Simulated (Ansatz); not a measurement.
Consider KMnF3 (cubic perovskite) (Pm-3m).

The structure was built from a prototype and need not be the compound's stable phase.

```
K Mn F
1.0
     0.00000   -3.86870    0.00000
     0.00000    0.00000    3.86870
    -3.86870    0.00000    0.00000
K Mn F
1 1 3
Direct
  0.00000 0.00000 0.00000
  0.50000 0.50000 0.50000
  0.50000 0.50000 0.00000
  0.50000 0.00000 0.50000
  0.00000 0.50000 0.50000
```

The structure was relaxed with LDA. The structure type comes from a generator and need not be one that this composition takes. The structure was generated from a model, not taken from a measurement. The runs that relaxed it are not among those shown. The program's search for lower electronic states was switched off, so nothing shows that the state found is the lowest. PAW set soft_2, made with PBE.

A constrained-RPA run (Ansatz 0.2.0; non-magnetic LDA; Mn d, bands v3 to c2, 4×4×4 mesh, medium accuracy) builds 5 functions on bands 3.5 eV wide, with 5.0 electrons in the window. The bare on-site interaction is 20.5 eV and the bare J 0.69 eV.

**Question.** Estimate U, U′ and J.

On the Mn d shell, U = 7.01 eV (34 % of the bare value), U′ = 5.88 eV, J = 0.57 eV.

The parent state is non-magnetic and the interaction static (zero frequency); U depends on the window and the orbitals, so it belongs to this model alone.

[Paths, hosts, dates, memory and timing lines, banners, echoed tables and standing remarks are left out of the program output.]

[Logs are printed without paths, hosts, clocks, repeated set-up lines and the standing remarks that a program may print on its own settings, such as how far it seeks lower states.]

[Runs of the session that timed out or met a known fault of the program may be left out.]

[Hosts, paths, dates, database ids (printed as entryN), source tags and the programs' standing remarks are cut or masked in the printed files.]
